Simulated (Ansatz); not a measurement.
# Si(111) with Cl: bands and core levels

What would XPS and angle-resolved spectra of Si(111) with Cl look like?

Main program and level: Ansatz 0.2.0; DFT, PBE, plane-wave PAW, default files, scalar-relativistic.

Most raw output is cut from this account.

### Step 1. Set-up

The cell holds 32 atoms: 4 Cl, 24 Si and 4 H. Its edges and angles: a = 7.679 Å, b = 7.679 Å, c = 24.594 Å, α = 90.0°, β = 90.0°, γ = 60.0°. It derives from Si. How the cell was made: terminated face; group: Cl; share of top atoms: 1; rest: H; oxygen in back bonds: 0; lower face: H. Regions: ad, 4 atoms (4 Cl); L1, 4 atoms (4 Si); L2, 4 atoms (4 Si); L3, 4 atoms (4 Si); mid, 4 atoms (4 Si); rest, 12 atoms (8 Si and 4 H). Vacuum lies along c.

### Step 2. Relaxation

The cut or typed positions aren't at rest, and spectra shift with geometry, so the relaxation comes first. 12 atoms are held to stand for the bulk. A dipole correction cancels the field between unlike faces.

input.yaml reads:

```yaml
crystal:
  lattice:
    - [7.6791796437, 0.0, 0.0]
    - [3.8395898218, 6.6503646517, 0.0]
    - [0.0, 0.0, 24.5937769138]
  atoms:
    - { symbol: Cl, position: [0.0, 0.0, 0.715375153] }
    - { symbol: Cl, position: [0.5, 0.0, 0.715375153] }
    - { symbol: Cl, position: [0.0, 0.5, 0.715375153] }
    - { symbol: Cl, position: [0.5, 0.5, 0.715375153] }
    - { symbol: Si, position: [0.0, 0.0, 0.630800912] }
    - { symbol: Si, position: [0.5, 0.0, 0.630800912] }
    - { symbol: Si, position: [0.0, 0.5, 0.630800912] }
    - { symbol: Si, position: [0.5, 0.5, 0.630800912] }
[... 20 atom lines left out ...]
    - { symbol: H, position: [0.0, 0.0, 0.284624847] }
    - { symbol: H, position: [0.5, 0.0, 0.284624847] }
    - { symbol: H, position: [0.0, 0.5, 0.284624847] }
    - { symbol: H, position: [0.5, 0.5, 0.284624847] }
kpoints:
  mp_grid: { grid: [3, 3, 1] }
scf:
  occupations: { method: fermi_dirac, width: 0.02 }
  n_extra_bands: 23
hamiltonian:
  xc: pbe
  pseudopotentials: { kind: paw }
output:
  forces: true
  write_potential: true
  volumetric_format: []
efield:
  axis: 3
  dipole_correction: true
relax:
  f_tol: 0.03
  max_steps: 70
  constraints: [{ sites: [20, 21, 22, 23, 24, 25, 26, 27, 28, 29, 30, 31] }]
```

Run with:

```bash
> ansatz run input.yaml --threads 4 --pin off --max-ram 8192MiB --backend cpu --events-out ev --progress --plain --runs-dir out
```

Wall time 21 s (4 threads of Intel Xeon at 2.80GHz (Skylake/Cascade Lake), shared host); peak memory 1.9 GiB.

Relaxation path:

| step | energy less that of the first step (eV) | largest force component (eV/Å) |
| --- | --- | --- |
| 1 | 0.0000 | 0.1625 |
| 2 | -0.0114 | 0.0564 |
| 3 | -0.0119 | 0.0106 |

The run keeps the 24 symmetry operations that it works with, so distortions that break them were not tested.

The atoms that moved most (Å):

| atom | dx | dy | dz | length |
| --- | --- | --- | --- | --- |
| Si12 | 0.000 | 0.000 | 0.040 | 0.040 |
| Si11 | 0.000 | 0.000 | 0.040 | 0.040 |
| Si10 | 0.000 | 0.000 | 0.040 | 0.040 |
| Si9 | 0.000 | 0.000 | 0.040 | 0.040 |
| Si8 | 0.000 | 0.000 | 0.038 | 0.038 |
| Si7 | 0.000 | 0.000 | 0.038 | 0.038 |
| Si6 | 0.000 | 0.000 | 0.038 | 0.038 |
| Si5 | 0.000 | 0.000 | 0.038 | 0.038 |

Numbers from this step:

* free energy: -19645.7563 eV
* Fermi energy: 0.3975 eV
* symmetry operations: 24
* gap on the k-mesh: 1.024 eV
* ionisation potential, upper face: 5.747 eV
* upper vacuum level less the lowest empty level (Kohn–Sham affinity): 4.722 eV
* ionisation potential, lower face: 4.580 eV

The relaxation ends 0.4 meV an atom lower, with a largest force component of 0.011 eV/Å on the free atoms.

### Step 3. Bands by layer

This is the main run. States are solved along the surface zone's path and weighed by where they lie along the normal, since photoemission sees the top layers. The cell holds 4 small cells, so the bands are unfolded.

input.yaml reads:

```yaml
crystal:
  lattice:
    - [7.6791796437, 0.0, 0.0]
    - [3.8395898218, 6.6503646517, 0.0]
    - [0.0, 0.0, 24.5937769138]
  atoms:
    - { symbol: Cl, position: [0.0, 0.0, 0.7166974054] }
    - { symbol: Cl, position: [0.5, 0.0, 0.7166974054] }
    - { symbol: Cl, position: [0.0, 0.5, 0.7166974054] }
    - { symbol: Cl, position: [0.5, 0.5, 0.7166974054] }
    - { symbol: Si, position: [0.0, 0.0, 0.6323314775] }
    - { symbol: Si, position: [0.5, 0.0, 0.6323314775] }
    - { symbol: Si, position: [0.0, 0.5, 0.6323314775] }
    - { symbol: Si, position: [0.5, 0.5, 0.6323314775] }
[... 20 atom lines left out ...]
    - { symbol: H, position: [0.0, 0.0, 0.284624847] }
    - { symbol: H, position: [0.5, 0.0, 0.284624847] }
    - { symbol: H, position: [0.0, 0.5, 0.284624847] }
    - { symbol: H, position: [0.5, 0.5, 0.284624847] }
kpoints:
  mp_grid: { grid: [3, 3, 1] }
scf:
  occupations: { method: fermi_dirac, width: 0.02 }
  n_extra_bands: 36
hamiltonian:
  xc: pbe
  pseudopotentials: { kind: paw }
output:
  forces: true
  write_potential: true
  volumetric_format: []
  efg: { contact_densities: true }
  dos:
    projected:
      site_lists:
        adsorbate: [0, 1, 2, 3]
        layer_1: [4, 5, 6, 7]
        layer_2: [8, 9, 10, 11]
        layer_3: [12, 13, 14, 15]
        middle: [16, 17, 18, 19]
        other_layers: [20, 21, 22, 23, 24, 25, 26, 27, 28, 29, 30, 31]
    de: 0.05
    e_range: [-30, 12]
    method: { smearing: { sigma: 0.12, scheme: gaussian } }
  eigenstates:
    kpoints:
      - [0.33333333, -0.33333333, 0.0]
      - [0.25, -0.375, 0.0]
      - [0.16666667, -0.41666667, 0.0]
      - [0.08333333, -0.45833333, 0.0]
      - [0.0, 0.5, 0.0]
      - [-0.08333333, 0.45833333, 0.0]
      # [... 29 more points ...]
      - [0.25, 0.5, 0.0]
      - [0.29166667, -0.41666667, 0.0]
    e_range: [-8.0, 6.0]
    unfold:
      supercell_matrix: [[2, 0, 0], [0, 2, 0], [0, 0, 1]]
      layers:
        axis: 3
        edges: [0.121982, 0.385166, 0.400411, 0.600911, 0.616447, 0.879338]
efield:
  axis: 3
  dipole_correction: true
```

Wall time 2.8 min (4 threads); peak memory 4.9 GiB; 11 min of CPU time.

This step gave:

```
Fermi energy                                   : 0.3967 eV
gap on the k-mesh                              : 1.025 eV
zero of energy                                 : valence-band maximum
share of occupied states in no projected shell : 0.0108 of the occupied states in the window
```

A(k,E), total over k along the path and E. Zero: valence-band maximum.

Values in eV⁻¹, 12 rows by 16 columns, each cell a mean:
```
1.9 2.2 4.0 4.3 3.1 3.3 1.7 2.4 4.6 2.5 2.4 2.3 1.6 1.3 2.8 2.1
0.7 1.3 1.6 2.7 3.8 4.3 5.8 5.2 2.8 1.8 1.4 1.2 1.5 2.1 2.1 0.7
2.2 1.8 1.7 1.7 1.9 2.6 2.5 2.7 2.4 1.9 2.1 1.8 1.5 2.2 1.7 2.2
0.2 0.2 0.1 0.1 0.1 0.2 0.7 0.4 0.3 1.0 1.4 2.0 2.4 1.3 0.4 0.2
0.1 0.1 0.1 0.1 0.1 0.6 1.8 1.3 0.4 0.2 0.2 0.2 0.2 0.1 0.1 0.1
0.1 0.1 0.2 0.6 1.8 3.2 3.7 3.7 2.5 1.6 1.1 0.9 0.7 0.2 0.1 0.1
1.4 1.3 1.8 2.6 2.8 2.7 1.4 1.9 3.0 2.5 2.5 2.2 2.3 2.1 1.5 1.4
2.0 2.5 3.0 3.0 3.1 2.1 1.8 1.9 2.5 2.8 2.4 2.6 2.6 2.6 2.4 2.0
3.2 3.3 2.9 2.5 1.8 1.0 1.0 1.0 1.3 2.0 2.0 2.0 2.1 2.7 3.2 3.2
2.1 1.6 1.3 1.1 0.3 0.2 0.2 0.2 0.2 0.8 1.4 1.1 1.1 1.1 1.6 2.0
0.2 0.8 1.3 1.0 1.0 0.9 0.9 0.9 1.0 1.0 1.2 0.9 0.2 0.2 0.2 0.2
1.7 1.3 1.2 0.9 0.9 0.9 0.9 0.9 0.9 0.9 1.0 1.5 1.9 1.8 1.8 1.8
```
Columns: k along the path (Å⁻¹) from 0 to 2.58; rows upwards: E (eV) from -7.19 to 4.73.

A(k,E), top over k along the path and E. Zero: valence-band maximum.

Ten even steps from '_' (0.02 eV⁻¹) to '@' (2.74 eV⁻¹), each cell a mean:
```
......::::--::::..::..______..::::____......________..::....
..........::::::....::::..::--::............................
______......::::::----==++==--..____..____________....______
....__________................::::......____........::......
..................::::......................____....____....
______________________......______........::::::::....______
______________________________________________..____________
____________________________________________________________
______________________..::::..______________________________
__________________..::--::::::......________________________
____________..::::::::..__..::::......::::......____________
____......::--::::::............::::::::........::::....____
----::::----....::::............::..____..........::::::----
..::----::::--====++%%@@@@@@@@**++++++--::::::::::::::::::..
----::::----++======::..____..--==--==++++++++====--....----
--------====::--::..............::--::::----------++++==----
==++****==--::....________________..::--::::::::::--==++++==
--::....__..__________________________....::::::::::::::::--
______________........................______________________
________........______......______......____________________
____......__..........______..........__................____
________..______________________________..............______
```
Columns: k along the path (Å⁻¹) from 0 to 2.58; rows upwards: E (eV) from -7.19 to 4.73.

A(k,E), middle over k along the path and E. Zero: valence-band maximum.

Values in eV⁻¹, 12 rows by 16 columns, each cell a mean:
```
0.72 0.98 1.78 1.90 1.14 1.12 0.44 0.72 1.75 1.09 1.06 1.05 0.83 0.57 1.08 0.82
0.36 0.65 0.74 1.23 1.71 1.91 2.55 2.31 1.38 0.89 0.68 0.57 0.67 1.03 1.07 0.36
1.26 1.07 1.03 0.94 1.00 1.32 1.21 1.33 1.12 0.79 0.94 0.86 0.67 1.01 0.97 1.26
0.10 0.09 0.07 0.06 0.06 0.09 0.36 0.20 0.14 0.57 0.75 0.98 1.18 0.75 0.20 0.11
0.03 0.03 0.03 0.04 0.06 0.25 0.74 0.55 0.19 0.07 0.08 0.10 0.10 0.05 0.03 0.03
0.04 0.05 0.09 0.26 0.69 1.26 1.68 1.55 0.92 0.59 0.43 0.35 0.28 0.09 0.04 0.04
0.67 0.58 0.71 1.05 1.24 1.42 0.72 1.03 1.47 1.23 1.14 0.94 0.95 0.89 0.65 0.67
0.73 0.98 1.19 1.08 0.98 0.29 0.09 0.12 0.60 0.80 0.74 0.99 1.08 1.13 0.93 0.74
0.85 0.89 0.78 0.67 0.57 0.36 0.34 0.34 0.43 0.63 0.53 0.47 0.45 0.64 0.90 0.84
0.71 0.51 0.48 0.54 0.12 0.06 0.05 0.05 0.06 0.35 0.55 0.28 0.25 0.26 0.47 0.71
0.10 0.42 0.51 0.25 0.23 0.21 0.21 0.21 0.22 0.24 0.42 0.45 0.08 0.08 0.09 0.09
0.92 0.51 0.49 0.41 0.38 0.39 0.40 0.40 0.39 0.39 0.46 0.61 0.87 0.88 0.89 0.94
```
Columns: k along the path (Å⁻¹) from 0 to 2.58; rows upwards: E (eV) from -7.19 to 4.73.

A(k,E), bottom over k along the path and E. Zero: valence-band maximum.

Ten even steps from '_' (0.01 eV⁻¹) to '@' (2.21 eV⁻¹), each cell a mean:
```
--::::--==****++**##--::....--**%%----==--::....____::==----
..::::::==++====----##**++++##%%**==--::::------::::----::..
______..::::====++**++%%@@@@**--....::..........::----..____
::::..__....::--==++++------------::....__........::--::::::
..::................--==--==----::::::::::......::::__......
______________________..::..____..::::::--======--....______
____________________________________..............__________
____________________________________________________________
______________________..::..________________________________
__________________..--++****==::..__________________________
______________..--======--==++==--::....____________________
________......----====::..::--==------==----::::....________
....______..--::::--..______..::--....::::::::::--::........
__....::--==--::--..____________::::......::::::::----....__
------====::::--..________________::::..________..::::------
--==++--::----..__..................----::::::::::::--====--
++==------........________________......::--------------==++
____________..______________________________________________
________..____......................____..__________________
______..........____________________........________________
..::........................................::::::::::::::..
......__....____________________________....................
```
Columns: k along the path (Å⁻¹) from 0 to 2.58; rows upwards: E (eV) from -7.19 to 4.73.

Peaks of A(k,E) at the labelled points: for each region the eleven nearest the zero at most, each over 6 % of that point's highest, less those above the energy where the solved bands run out; weight and spread sum the levels within three half widths or 0.3 eV, so near peaks share levels. Peaks of the spectral function, the first 40 of 131 rows:

| point | weight on | E (eV) | A (1/eV) | weight near the peak | rms spread of levels (eV) |
| --- | --- | --- | --- | --- | --- |
| K | total | -4.53 | 5.156 | 2 | 0.057 |
| K | total | -4.07 | 6.809 | 2 | 0.004 |
| K | total | -3.43 | 4.663 | 2 | 0.072 |
| K | total | -3.33 | 4.673 | 2 | 0.072 |
| K | total | -2.91 | 3.634 | 1 | 0 |
| K | total | -2.21 | 3.673 | 2 | 0.139 |
| K | total | -1.93 | 3.651 | 2 | 0.139 |
| K | total | 2.01 | 3.363 | 1 | 0 |
| K | total | 2.63 | 5.522 | 2 | 0.042 |
| K | total | 4.01 | 3.316 | 1 | 0 |
| K | total | 4.75 | 6.129 | 2 | 0.021 |
| K | top | -6.73 | 0.977 | 0.304 | 0.007 |
| K | top | -4.51 | 2.692 | 0.99 | 0.054 |
| K | top | -4.07 | 1.558 | 0.42 | 0.003 |
| K | top | -3.45 | 2.366 | 0.755 | 0.043 |
| K | top | -2.91 | 1.78 | 0.519 | - |
| K | top | -2.19 | 1.062 | 0.68 | 0.136 |
| K | top | -1.93 | 1.447 | 0.68 | 0.136 |
| K | top | 2.01 | 0.739 | 0.223 | 0 |
| K | top | 2.65 | 0.81 | 0.284 | 0.041 |
| K | top | 4.01 | 0.888 | 0.27 | 0 |
| K | top | 4.77 | 1.442 | 0.468 | 0.021 |
| K | middle | -6.69 | 3.139 | 1.086 | 0.032 |
| K | middle | -4.61 | 2.092 | 0.738 | 0.05 |
| K | middle | -4.07 | 1.574 | 0.449 | 0.003 |
| K | middle | -3.31 | 1.632 | 0.589 | 0.066 |
| K | middle | -2.91 | 1.21 | 0.33 | 0 |
| K | middle | -2.19 | 1.683 | 0.957 | 0.139 |
| K | middle | -1.93 | 1.786 | 0.957 | 0.139 |
| K | middle | 2.01 | 2.192 | 0.661 | 0 |
| K | middle | 2.63 | 2.89 | 1.046 | 0.042 |
| K | middle | 4.01 | 1.372 | 0.414 | - |
| K | middle | 4.75 | 2.141 | 0.695 | 0.021 |
| K | bottom | -6.67 | 1.428 | 0.449 | 0.007 |
| K | bottom | -4.59 | 0.384 | 0.092 | 0.042 |
| K | bottom | -4.07 | 3.047 | 0.944 | 0.003 |
| K | bottom | -3.31 | 1.65 | 0.582 | 0.061 |
| K | bottom | -2.91 | 0.462 | 0.102 | 0 |
| K | bottom | -2.21 | 0.66 | 0.244 | 0.114 |
| K | bottom | 2.01 | 0.365 | 0.099 | 0 |

The DOS has structure finer than the step of the table below, so its rows give means over 1 eV, whole bins alone (the curve runs from -17.5 to 4.58 eV). Peaks (eV: height): total -6.6: 28.8, -2.7: 40.2, -1.6: 33.2, 4.2: 45.0; Si 3p -2.7: 23.4, -2.1: 16.8, -1.6: 25.8, 4.2: 23.8; Si 3s -9.6: 11.4, -9.0: 12.1, -8.2: 8.10, -6.6: 11.4; Cl 3p -4.5: 7.96, -3.8: 7.15, -3.2: 8.06, -2.7: 13.5; H 1s -6.5: 1.33, -4.1: 2.59, -2.6: 0.992, 4.2: 1.27.

Table of DOS by E, zero at the valence-band maximum; means over each step; values in states/eV/cell:

| E (eV) | total | Si 3p | Si 3s | Cl 3p | H 1s | Cl 3s |
| --- | --- | --- | --- | --- | --- | --- |
| -17 | 0 | 0 | 0 | 0 | 0 | 0 |
| -16 | 4.64 | 0.416 | 0.316 | 0.0489 | 0 | 3.84 |
| -15 | 3.36 | 0.284 | 0.204 | 0.0352 | 0 | 2.83 |
| -14 | 0 | 0 | 0 | 0 | 0 | 0 |
| -13 | 0 | 0 | 0 | 0 | 0 | 0 |
| -12 | 0.221 | 0.0166 | 0.197 | 6.1e-4 | 0.00364 | 0.00118 |
| -11 | 4.06 | 0.821 | 3.07 | 0.0240 | 0.0792 | 0.0404 |
| -10 | 7.75 | 2.01 | 5.32 | 0.0909 | 0.170 | 0.107 |
| -9 | 8.05 | 2.25 | 5.28 | 0.143 | 0.219 | 0.109 |
| -8 | 4.85 | 1.41 | 2.76 | 0.256 | 0.274 | 0.112 |
| -7 | 10.5 | 4.51 | 4.55 | 0.700 | 0.480 | 0.154 |
| -6 | 7.70 | 3.25 | 2.62 | 1.11 | 0.498 | 0.117 |
| -5 | 5.51 | 2.80 | 0.886 | 1.42 | 0.266 | 0.0670 |
| -4 | 18.5 | 10.9 | 1.20 | 4.80 | 1.26 | 0.0735 |
| -3 | 23.3 | 13.4 | 0.991 | 8.07 | 0.518 | 0.00932 |
| -2 | 18.9 | 14.3 | 0.718 | 3.33 | 0.264 | 0.00219 |
| -1 | 8.73 | 7.19 | 0.106 | 1.14 | 0.134 | 0.00228 |
| 0 | 1.95 | 1.76 | 0 | 0.144 | 0 | 0 |
| 1 | 2.22 | 1.23 | 0.612 | 0.0380 | 0.0260 | 0.00591 |
| 2 | 12.6 | 6.83 | 3.17 | 0.463 | 0.206 | 0.0762 |
| 3 | 20.4 | 11.8 | 3.44 | 0.550 | 0.541 | 0.105 |
| 4 | 24.7 | 13.9 | 3.07 | 0.367 | 0.557 | 0.0633 |

Sums over each group's atoms; a table of it gives point samples, which can step over narrow peaks. Table of DOS of the group by E, zero at the valence-band maximum; 7 of 13 lines; values in states/eV:

| E (eV) | other layers: Si 3p | adsorbate: Cl 3p | layer 2: Si 3p | layer 3: Si 3p | middle: Si 3p | other layers: Si 3s | layer 1: Si 3p |
| --- | --- | --- | --- | --- | --- | --- | --- |
| -17 | 0 | 0 | 0 | 0 | 0 | 0 | 0 |
| -16 | 0 | 0.00333 | 0.00335 | 3.2e-4 | 8.8e-5 | 0 | 0.0266 |
| -15 | 0 | 3.1e-5 | 2.8e-5 | 0 | 0 | 0 | 2.1e-4 |
| -14 | 0 | 0 | 0 | 0 | 0 | 0 | 0 |
| -13 | 0 | 0 | 0 | 0 | 0 | 0 | 0 |
| -12 | 2.6e-4 | 3.1e-5 | 1.5e-4 | 3.9e-5 | 0 | 0.00314 | 2.3e-4 |
| -11 | 0.0509 | 0.00728 | 0.0159 | 0.0443 | 0.0542 | 0.327 | 0.0308 |
| -10 | 0.478 | 0.0891 | 0.222 | 0.183 | 0.205 | 1.62 | 0.275 |
| -9 | 1.32 | 0.300 | 0.656 | 0.541 | 0.620 | 3.47 | 0.791 |
| -8 | 0.458 | 0.118 | 0.191 | 0.129 | 0.0609 | 0.960 | 0.0486 |
| -7 | 0.267 | 0.145 | 0.166 | 0.154 | 0.238 | 0.316 | 0.186 |
| -6 | 1.43 | 1.03 | 0.484 | 1.27 | 1.19 | 1.33 | 0.976 |
| -5 | 0.182 | 0.212 | 0.0643 | 0.276 | 0.256 | 0.0811 | 0.105 |
| -4 | 7.07 | 5.36 | 2.48 | 1.44 | 1.08 | 0.306 | 2.65 |
| -3 | 2.58 | 6.40 | 1.50 | 1.59 | 1.59 | 0.169 | 1.85 |
| -2 | 3.87 | 3.79 | 2.74 | 3.23 | 2.51 | 0.251 | 0.973 |
| -1 | 2.27 | 1.09 | 1.92 | 1.02 | 1.11 | 0.0108 | 1.23 |
| 0 | 0.211 | 0.0766 | 0.252 | 0.158 | 0.213 | 0 | 0.266 |
| 1 | 0.437 | 0.0428 | 0.187 | 0.490 | 0.553 | 0.209 | 0.313 |
| 2 | 2.28 | 0.671 | 1.11 | 1.68 | 1.90 | 1.23 | 1.74 |
| 3 | 3.66 | 0.509 | 1.66 | 2.90 | 2.41 | 1.28 | 2.11 |
| 4 | 3.81 | 0.477 | 1.86 | 1.89 | 2.33 | 1.08 | 1.94 |

(Continued in part 2 of 2.)

[Logs are printed without paths, hosts, clocks, repeated set-up lines and the standing remarks that a program may print on its own settings, such as how far it seeks lower states.]

[Hosts, paths, dates, database ids (printed as entryN), source tags and the programs' standing remarks are cut or masked in the printed files.]

[Maps of the electrostatic potential energy from Ansatz leave out the sawtooth potential of an applied field or a dipole correction, so their vacuum need not be flat; work functions include it.]
